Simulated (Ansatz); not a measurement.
# How many bands does the GW gap of WS2 (Tungstenite) need?

Wanted: a G0W0 gap for WS2 (Tungstenite) that is converged in bands and cutoff, or an estimate of the limit.

Main program and level: Ansatz 0.2.0; G0W0 on PBE, plane waves, PAW.

This is a report of a sequence of runs, with most program output left out.

**1. The structure**

It takes space group P6_3/mmc (No. 194, hexagonal). The conventional cell has a = 3.153 Å, b = 3.153 Å, c = 12.323 Å, α = 90.00°, β = 90.00°, γ = 120.00°. W has 6 S at 2.40 Å nearest. S has 3 W at 2.40 Å nearest. Farther neighbours and most contacts between anions are not listed.

Coordinates:

```cif
data_structure
_symmetry_space_group_name_H-M 'P6_3/mmc'
_symmetry_Int_Tables_number 194
_cell_length_a 3.1532
_cell_length_b 3.1532
_cell_length_c 12.3230
_cell_angle_alpha 90.000
_cell_angle_beta 90.000
_cell_angle_gamma 120.000
_cell_volume 106.11
loop_
_atom_site_label
_atom_site_type_symbol
_atom_site_symmetry_multiplicity
_atom_site_Wyckoff_symbol
_atom_site_fract_x
_atom_site_fract_y
_atom_site_fract_z
_atom_site_occupancy
W1 W 2 c 0.33333 0.66667 0.25000 1
S1 S 4 f 0.33333 0.66667 0.62250 1
```

The cell and positions come from the Crystallography Open Database and are kept as given unless a step says otherwise. Spin-orbit coupling is left out unless a step names it. The default PAW set here is soft_2. Its files were made with PBE.

**2. 111 empty bands, screening to 60 eV**

Now the one-shot GW correction: screening in the RPA, then the self-energy of the levels asked for.

input.yaml reads:

```yaml
crystal:
  lattice:
    - [3.1532, 0.0, 0.0]
    - [-1.5766, 2.7307513032, 0.0]
    - [0.0, 0.0, 12.323]
  atoms:
    - { symbol: W, position: [0.3333333333, 0.6666666667, 0.25] }
    - { symbol: W, position: [0.6666666667, 0.3333333333, 0.75] }
    - { symbol: S, position: [0.3333333333, 0.6666666667, 0.6225] }
    - { symbol: S, position: [0.6666666667, 0.3333333333, 0.1225] }
    - { symbol: S, position: [0.3333333333, 0.6666666667, 0.8775] }
    - { symbol: S, position: [0.6666666667, 0.3333333333, 0.3775] }
kpoints:
  mp_grid: { grid: [6, 6, 2] }
hamiltonian:
  xc: pbe
scf:
  occupations: { method: fixed }
gw:
  n_empty_bands: 111
  ecut_chi: 60
  qp_bands: [v2, c2]
  qp_kpoints: band_edges
  screening: { model: contour_deformation }
```

Command:

```console
ansatz run input.yaml --threads 2 --pin off --max-ram 92160MiB --backend cuda --events-out ev --progress --plain --runs-dir out --devices 1 --max-vram 13GiB  # rebuilt from the run's record
```

The job ended after 9.2 s (1 × NVIDIA H100 80GB HBM3 (shared by 6 runs) with 2 threads of AMD EPYC 7R13 (Zen 3), shared host; peak memory 1.2 GiB; 11 s of CPU time).

This step gave:

```yaml
bands_summed: 137
rpa_eps_infinity_on_this_mesh_eigenvalues: 5.964, 14.45, 14.45
plane_waves_in_the_screening_matrix: 93
q_points_in_the_mesh: 72
g0w0_gap_on_the_mesh: 1.272 eV
k_of_the_valence_top: 0, 0, 0
k_of_the_conduction_bottom: 0.1667, 0.1667, 0
starting_gap_on_the_mesh: 0.9775 eV
z_at_the_valence_top: 0.7644
z_at_the_conduction_bottom: 0.7741
least_direct_g0w0_gap_on_the_computed_points: 2.338 eV
```

The gap on the mesh goes from 0.98 eV to 1.27 eV, a correction of +0.29 eV. Between the two edge states, bare exchange in place of the xc potential would open the gap by 4.62 eV, and correlation takes back 4.33 eV.

**3. 316 empty bands, screening to 120 eV**

Bands and screening cutoff are moved together, since each hides the error of the other.

input.yaml, as its differences from that of step 2:

```diff
@@ -19,4 +19,4 @@
 gw:
-  n_empty_bands: 111
-  ecut_chi: 60
+  n_empty_bands: 316
+  ecut_chi: 120
   qp_bands: [v2, c2]
```

Wall time 15 s (1 × NVIDIA H100 80GB HBM3 (shared by 6 runs) with 2 threads); peak memory 1.5 GiB.

This step gave:

```
bands summed                                 : 342
RPA ε∞ on this mesh (eigenvalues)            : 5.922, 13.98, 13.98
plane waves in the screening matrix          : 317
q-points in the mesh                         : 72
G0W0 gap on the mesh                         : 1.349 eV
k of the valence top                         : 0, 0, 0
k of the conduction bottom                   : 0.1667, 0.1667, 0
starting gap on the mesh                     : 0.9775 eV
Z at the valence top                         : 0.7572
Z at the conduction bottom                   : 0.7683
least direct G0W0 gap on the computed points : 2.318 eV
```

Against the run with 6×6×2 mesh, 111 empty bands, screening to 60 eV, the gap moves by +0.08 eV.

**4. 681 empty bands, screening to 200 eV**

input.yaml, as its differences from that of step 3:

```diff
@@ -19,4 +19,4 @@
 gw:
-  n_empty_bands: 316
-  ecut_chi: 120
+  n_empty_bands: 681
+  ecut_chi: 200.0
   qp_bands: [v2, c2]
```

It took 30 s on 1 × NVIDIA H100 80GB HBM3 (shared by 6 runs) with 2 threads; peak memory 2.6 GiB.

Numbers from this step:

```
bands summed                                 : 707
RPA ε∞ on this mesh (eigenvalues)            : 5.917, 13.89, 13.89
plane waves in the screening matrix          : 689
G0W0 gap on the mesh                         : 1.387 eV
k of the valence top                         : 0, 0, 0
k of the conduction bottom                   : 0.1667, 0.1667, 0
starting gap on the mesh                     : 0.9775 eV
least direct G0W0 gap on the computed points : 2.311 eV
```

Against the run with 6×6×2 mesh, 316 empty bands, screening to 120 eV, the gap moves by +0.04 eV.

**5. Changing the frequency model: 6×6×2 mesh, 316 empty bands, screening to 120 eV, plasmon pole**

A plasmon pole stands in for the full frequency dependence of the screening; this run shows what that costs in accuracy. Bands and cutoff differ from the step before, so it is read against an earlier run that matches them.

input.yaml, as its differences from that of step 4:

```diff
@@ -19,6 +19,6 @@
 gw:
-  n_empty_bands: 681
-  ecut_chi: 200.0
+  n_empty_bands: 316
+  ecut_chi: 120
   qp_bands: [v2, c2]
   qp_kpoints: band_edges
-  screening: { model: contour_deformation }
+  screening: { model: godby_needs }
```

It took 31 s on 1 × NVIDIA H100 80GB HBM3 (shared by 6 runs) with 2 threads; peak memory 1.9 GiB; 33 s of CPU time.

This step gave:

```
bands summed                                 : 342
plasmon-pole fit frequency                   : 25.99 eV
RPA ε∞ on this mesh (eigenvalues)            : 5.922, 13.98, 13.98
plane waves in the screening matrix          : 317
G0W0 gap on the mesh                         : 1.355 eV
k of the valence top                         : 0, 0, 0
k of the conduction bottom                   : 0.1667, 0.1667, 0
starting gap on the mesh                     : 0.9775 eV
least direct G0W0 gap on the computed points : 2.371 eV
```

Against the run with 6×6×2 mesh, 316 empty bands, screening to 120 eV, the gap moves by +0.006 eV.

**6. Changing the files: 6×6×2 mesh, 316 empty bands, screening to 120 eV, hard PAW files**

Other atomic data (hard PAW) test the pseudisation: the cutoff goes from 420 to 760 eV and the valence electrons from 52 to 80, which opens shells that were frozen.

input.yaml, as its differences from that of step 5:

```diff
@@ -16,2 +16,3 @@
   xc: pbe
+  pseudopotentials: { kind: paw, source: ansatz }
 scf:
@@ -23,2 +24,2 @@
   qp_kpoints: band_edges
-  screening: { model: godby_needs }
+  screening: { model: contour_deformation }
```

It took 29 s on 1 × NVIDIA H100 80GB HBM3 (shared by 6 runs) with 2 threads; peak memory 1.9 GiB.

This step gave:

```yaml
bands_summed: 356
rpa_eps_infinity_on_this_mesh_eigenvalues: 5.921, 13.99, 13.99
plane_waves_in_the_screening_matrix: 317
g0w0_gap_on_the_mesh: 1.348 eV
k_of_the_valence_top: 0, 0, 0
k_of_the_conduction_bottom: 0.1667, 0.1667, 0
starting_gap_on_the_mesh: 0.9785 eV
least_direct_g0w0_gap_on_the_computed_points: 2.318 eV
```

Against the run with 6×6×2 mesh, 316 empty bands, screening to 120 eV, the gap moves by −0.001 eV.

**7. Convergence and cost**

Times are wall times on 1 × NVIDIA H100 80GB HBM3 (shared by 6 runs) with 2 threads of AMD EPYC 7R13 (Zen 3), shared host, good to a factor of about two.

| mesh | files | frequency | bands summed | cutoff (eV) | start (eV) | G0W0 (eV) | time | host memory (GiB) |
| --- | --- | --- | --- | --- | --- | --- | --- | --- |
| 6×6×2 | default PAW | contour deformation | 137 | 60 | 0.977 | 1.272 | 9.2 s | 1.2 |
| 6×6×2 | default PAW | contour deformation | 342 | 120 | 0.977 | 1.349 | 15 s | 1.5 |
| 6×6×2 | default PAW | contour deformation | 707 | 200 | 0.977 | 1.387 | 30 s | 2.6 |
| 6×6×2 | default PAW | plasmon pole | 342 | 120 | 0.977 | 1.355 | 31 s | 1.9 |
| 6×6×2 | hard PAW | contour deformation | 356 | 120 | 0.978 | 1.348 | 29 s | 1.9 |

The parts of the quasiparticle energy at the two band edges (eV; QP = start + Σx + Σc − Vxc):

| run | edge | start | Σx | Σc | Vxc | Z | QP |
| --- | --- | --- | --- | --- | --- | --- | --- |
| 137 bands | valence top | 11.77 | -19.50 | 0.97 | -18.81 | 0.76 | 12.05 |
| 137 bands | conduction bottom | 12.75 | -12.99 | -3.36 | -16.92 | 0.77 | 13.32 |
| 342 bands | valence top | 11.77 | -19.50 | 0.53 | -18.81 | 0.76 | 11.62 |
| 342 bands | conduction bottom | 12.75 | -12.99 | -3.72 | -16.92 | 0.77 | 12.96 |
| 707 bands | valence top | 11.77 | -19.50 | 0.32 | -18.81 | 0.75 | 11.41 |
| 707 bands | conduction bottom | 12.75 | -12.99 | -3.89 | -16.92 | 0.77 | 12.79 |

**8. What came out**

```
137 bands, 60 eV                    : 1.272 eV
342 bands, 120 eV                   : 1.349 eV
707 bands, 200 eV                   : 1.387 eV
estimated limit in bands and cutoff : 1.42 eV
mesh and start                      : 6×6×2, PBE
```

In words: A line in one over the bands through the two highest rungs gives 1.42 eV, +0.03 eV from the top rung; the pair below gives 1.40 eV, in fair agreement. The rungs stand 0.15 eV (137 bands), 0.07 eV (342 bands) and 0.03 eV (707 bands) from it. From 137 to 707 bands the gap moves by +0.11 eV while the time grows 3.3-fold. Σc changes by −0.64 eV at the valence top and −0.53 eV at the conduction bottom, so the levels themselves move more than the gap between them. The plasmon-pole model gives +0.01 eV against contour deformation, 2 % of the correction (the least direct gap moves by +0.05 eV), and saved no time in this program. Hard PAW files move the gap by −0.001 eV at equal bands and cutoff, +0.001 eV of it in the start. The cheapest rung within 0.1 eV of this estimate is that with 342 bands (15 s). The 6×6×2 mesh is coarse for this cell (its supercell is 19 Å along the shortest edge). The RPA ε∞ on it, from the PBE start, is 5.92 and 13.89; such meshes misread the long-range screening, most where the gap is narrow. The many-body steps are scalar-relativistic: spin-orbit coupling is not in them.

[Paths, hosts, dates, memory and timing lines, banners, echoed tables and standing remarks are left out of the program output.]

[Logs are printed without paths, hosts, clocks, repeated set-up lines and the standing remarks that a program may print on its own settings, such as how far it seeks lower states.]

[Runs of the session that timed out or met a known fault of the program may be left out.]

[Cells called generated may have been cut or substituted from an entry of the Crystallography Open Database or the Materials Project.]

[Hosts, paths, dates, database ids (printed as entryN), source tags and the programs' standing remarks are cut or masked in the printed files.]
